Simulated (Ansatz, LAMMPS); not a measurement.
**Amorphous 29Ga2O3-71GeO2 (mol %) (86 atoms), the frame at 103 fs of a trajectory (instantaneous temperature 370 K)**

This is the frame at 103 fs of a trajectory (instantaneous temperature 370 K). Method: Kohn-Sham DFT, PBE, PAW (set soft_2), plane waves (Ansatz 0.2.0); cutoff 420 eV, Γ point, fixed occupations; density 3.92 g/cm³.

Cell vectors (Å):

```
10.944 0.000 0.000
0.000 10.944 0.000
0.000 0.000 10.944
```

Positions (Å):

```
1 Ga 0.788 8.221 10.779
2 Ga 8.879 4.185 0.343
3 Ga 10.237 9.911 2.249
4 Ga 2.755 6.123 9.220
5 Ga 4.032 1.424 0.423
6 Ga 2.208 10.283 2.435
7 Ga 6.480 6.125 1.542
8 Ga 8.789 9.893 9.237
9 Ga 5.791 7.983 9.523
10 Ga 3.809 8.097 0.836
11 Ga 4.724 10.243 3.315
12 Ga 8.697 7.586 0.338
13 Ga 7.152 8.619 4.073
14 Ga 6.373 2.823 10.552
15 Ge 10.163 6.460 8.966
16 Ge 1.431 3.432 10.606
17 Ge 8.732 1.958 2.964
18 Ge 5.451 3.106 2.956
19 Ge 4.318 0.979 8.262
20 Ge 1.574 0.056 10.509
21 Ge 6.669 10.249 0.764
22 Ge 9.530 6.805 3.112
23 Ge 9.269 7.261 6.045
24 Ge 6.043 9.417 6.840
25 Ge 9.596 2.215 8.823
26 Ge 10.784 1.685 5.729
27 Ge 3.502 7.566 6.472
28 Ge 4.580 6.263 3.510
29 Ge 3.201 1.713 5.109
30 Ge 1.561 5.785 2.144
31 Ge 0.855 9.415 5.526
32 O 9.694 5.551 10.429
33 O 2.476 8.902 6.030
34 O 0.296 6.400 3.215
35 O 8.865 0.594 8.479
36 O 10.861 8.027 6.122
37 O 9.399 6.005 7.413
38 O 2.315 1.810 10.669
39 O 0.180 10.920 6.121
40 O 3.534 8.914 2.655
41 O 0.986 7.014 9.269
42 O 5.846 9.616 4.964
43 O 8.543 6.218 1.805
44 O 8.311 3.068 9.647
45 O 8.154 9.650 0.043
46 O 2.749 5.636 3.475
47 O 0.846 0.085 1.407
48 O 10.250 2.566 7.193
49 O 2.481 4.389 9.544
50 O 6.964 8.994 8.505
51 O 4.937 2.264 9.473
52 O 4.108 7.109 9.996
53 O 0.763 9.709 3.741
54 O 3.216 0.061 9.304
55 O 10.315 8.332 1.046
56 O 9.192 3.276 1.858
57 O 0.245 10.072 9.793
58 O 5.634 0.110 7.439
59 O 3.393 1.691 6.915
60 O 6.990 2.287 3.115
61 O 9.492 8.114 9.438
62 O 6.184 7.235 3.258
63 O 7.757 8.308 5.872
64 O 1.225 4.064 1.399
65 O 2.326 9.351 0.292
66 O 6.475 9.981 2.550
67 O 7.000 4.460 0.476
68 O 2.872 6.188 7.429
69 O 5.695 4.843 3.337
70 O 3.674 0.491 1.933
71 O 4.787 8.375 7.417
72 O 4.386 6.873 5.158
73 O 10.805 2.809 10.013
74 O 9.049 0.379 2.120
75 O 1.441 2.299 4.911
76 O 1.834 6.941 0.740
77 O 5.265 9.280 0.059
78 O 4.529 6.517 1.579
79 O 9.099 8.563 3.355
80 O 9.047 6.104 4.682
81 O 3.476 0.064 4.472
82 O 9.576 1.923 4.581
83 O 6.234 1.026 0.351
84 O 4.157 2.733 4.077
85 O 4.836 2.967 1.253
86 O 6.932 7.034 10.794
```

Predict the forces.

Columns: atom, fx, fy, fz (forces in eV/Å).

```
1 0.558 1.305 -0.534
2 -1.195 -1.117 -0.157
3 0.368 0.330 0.299
4 -0.108 0.723 0.113
5 1.930 0.699 0.055
6 0.272 -0.184 0.342
7 -0.731 -0.578 -0.497
8 0.118 -0.070 -0.204
9 -1.224 -0.054 1.594
10 -0.447 0.258 -0.292
11 0.219 0.094 0.130
12 -0.223 0.333 -1.247
13 0.185 -0.283 -0.924
14 0.439 0.406 0.723
15 0.557 0.968 -0.419
16 0.762 1.106 1.030
17 0.884 -0.073 -1.153
18 -0.593 0.390 -0.900
19 -0.195 0.469 -0.173
20 0.672 -1.625 0.296
21 -1.811 1.220 0.267
22 1.087 0.175 1.450
23 -0.597 -0.974 -0.108
24 1.145 0.992 -0.449
25 -0.023 -1.494 -1.052
26 3.219 0.098 0.353
27 -0.969 -2.219 0.515
28 -2.202 0.226 -0.727
29 -1.445 -0.724 0.670
30 1.278 -0.821 -0.722
31 0.314 -0.060 -0.957
32 0.826 1.602 -0.874
33 -0.903 0.932 -0.158
34 -0.718 0.076 -0.482
35 0.293 -0.196 0.434
36 -0.514 0.098 0.152
37 0.260 0.865 0.271
38 -1.419 0.586 0.480
39 -0.204 -0.100 0.854
40 0.084 -0.299 -0.056
41 -1.789 -0.220 -0.382
42 0.059 0.325 1.235
43 -0.750 0.174 -0.984
44 -1.346 0.476 0.816
45 0.129 -0.284 0.633
46 0.814 0.324 -0.850
47 -0.666 0.039 0.005
48 0.193 0.283 0.177
49 -1.035 -1.612 0.978
50 0.863 0.534 -1.075
51 -0.601 -0.392 -0.410
52 0.832 0.898 -0.162
53 0.006 0.034 -1.096
54 0.048 -0.549 0.327
55 -0.372 0.215 0.798
56 0.736 -0.551 0.861
57 0.107 0.282 -0.177
58 0.220 0.388 -0.095
59 -0.054 0.471 -0.425
60 -0.038 -0.678 0.763
61 -0.281 -1.159 0.087
62 1.291 0.329 -0.504
63 0.752 -0.240 0.893
64 0.134 0.698 -1.030
65 -0.131 0.141 -0.492
66 0.015 0.136 -0.298
67 -0.406 -0.692 -0.184
68 0.613 1.222 -1.530
69 0.578 -0.714 -0.552
70 0.339 -0.550 0.205
71 -0.566 -0.999 0.836
72 0.654 -0.093 -0.178
73 0.412 -0.049 0.260
74 -0.489 0.686 0.824
75 -0.106 -0.816 0.868
76 0.879 -1.441 1.693
77 0.720 -0.081 -0.148
78 0.761 -0.686 0.780
79 -0.831 0.100 0.041
80 -0.187 0.550 0.480
81 -0.686 0.356 0.313
82 -2.214 0.361 -2.040
83 0.302 -1.565 0.239
84 0.336 0.459 0.329
85 0.107 0.251 -0.061
86 0.699 0.561 0.287
```

The quench rate of 100 K/ps is many orders above laboratory rates, so the cell is likely richer in defects and strain than a real sample. The network of bonds at the start is that of the classical potential that made the cell. Only the Γ point is sampled, in a cell whose shortest periodic width is 11 Å.

The r.m.s. force component is 0.775 eV/Å; the longest force, 3.24 eV/Å, acts on Ge26. The energy lies 19.5 meV/atom below that of the first step of this run.

[Logs are printed without paths, hosts, clocks, repeated set-up lines and the standing remarks that a program may print on its own settings, such as how far it seeks lower states.]

[Hosts, paths, dates, database ids (printed as entryN), source tags and the programs' standing remarks are cut or masked in the printed files.]
